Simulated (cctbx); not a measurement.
# Reading a Patterson map

Space group P6_3/mcm (no. 193), a = 8.0520 Å, b = 8.0520 Å, c = 5.4830 Å, α = 90.00°, β = 90.00°, γ = 120.00°, content W10 Zn8.

Simulated single-crystal data (cctbx): synchrotron X-rays, λ = 0.4959 Å, to d = 0.65 Å, 70 % of the full sphere, strongest reflection 40000 counts, noise from counting, a 4 % proportional error and a noise floor of 8 counts (s.d.); no absorption.

Patterson synthesis from sharpened amplitudes, origin scaled to 1000:

```text
Patterson group P 6/m m m
      u       v       w   height  length (A)
  0.000   0.000   0.000   1000.0     0.00
  0.000   0.000   0.500    362.3     2.74
  0.333   0.667   0.500    334.4     5.40
  0.333   0.667   0.000    234.0     4.65
  0.000   0.283   0.500    196.3     3.56
  0.051   0.379   0.250    189.6     3.18
  0.284   0.568   0.000    182.3     5.03
  0.000   0.422   0.500    107.9     4.37
  0.100   0.383   0.000     68.8     2.77
  0.000   0.110   0.500     64.3     2.88
  0.000   0.329   0.000     49.0     2.65
  0.053   0.106   0.107     43.4     0.94
  0.000   0.000   0.166     37.3     0.91
  0.000   0.121   0.000     36.7     0.97
```

**Question.** Which atom pairs make the peaks, and where is the heaviest atom?

A peak at u stands for all pairs with xi − xj = u, with weight Σ ZiZj against Σ Z² = 61960 at the origin. Peak heights follow these weights only roughly, since form factors, motion and series ripples differ, all vectors within 0.55 Å of a peak are counted as merged into it though the farther ones add only part of their weight, and F(000) is left out, which lowers the whole map:

| u | v | w | shortest length (Å) | height | 1000 ΣZiZj/ΣZ² | pairs in the cell |
| --- | --- | --- | --- | --- | --- | --- |
| 0.000 | 0.000 | 0.500 | 2.74 | 362 | 383 | 4 × W–W, 2 × Zn–Zn |
| 0.333 | 0.667 | 0.500 | 5.39 | 334 | 750 | 16 × W–Zn, 2 × W–W |
| 0.333 | 0.667 | 0.000 | 4.64 | 234 | 320 | 2 × W–W, 4 × W–Zn |
| 0.000 | 0.283 | 0.500 | 3.56 | 196 | 191 | 2 × W–W, 1 × Zn–Zn |
| 0.051 | 0.379 | 0.250 | 3.18 | 190 | 277 | 2 × W–W, 2 × W–Zn, 2 × Zn–Zn |
| 0.284 | 0.568 | 0.000 | 3.96 | 182 | 177 | 2 × W–W |
| 0.000 | 0.422 | 0.500 | 4.37 | 108 | 117 | 1 × W–W, 2 × Zn–Zn |
| 0.100 | 0.383 | 0.000 | 2.77 | 69 | 72 | 2 × W–Zn |
| 0.000 | 0.110 | 0.500 | 2.88 | 64 | 72 | 2 × W–Zn |
| 0.000 | 0.329 | 0.000 | 2.65 | 49 | 72 | 2 × W–Zn |

The table stops at ten peaks or at a height of 45, below which ripples compete. In the model behind the data W, the heaviest element, has 2 independent sites: (0.7172, 0, 3/4) and (1/3, 2/3, 1/2), up to an allowed shift of origin; the W–W vectors are differences of these positions and their symmetry mates. The whole model:

| atom | mult. | x | y | z | Ueq (Å²) |
| --- | --- | --- | --- | --- | --- |
| W1 | 6 | 0.7172 | 0 | 3/4 | 0.0123 |
| W2 | 4 | 1/3 | 2/3 | 1/2 | 0.0141 |
| Zn1 | 6 | 0.3839 | 0 | 3/4 | 0.0164 |
| Zn2 | 2 | 0 | 0 | 1/2 | 0.0168 |

This is a model crystal, built by substitution and not relaxed, with assumed displacement parameters.

[Logs are printed without paths, hosts, clocks, repeated set-up lines and the standing remarks that a program may print on its own settings, such as how far it seeks lower states.]
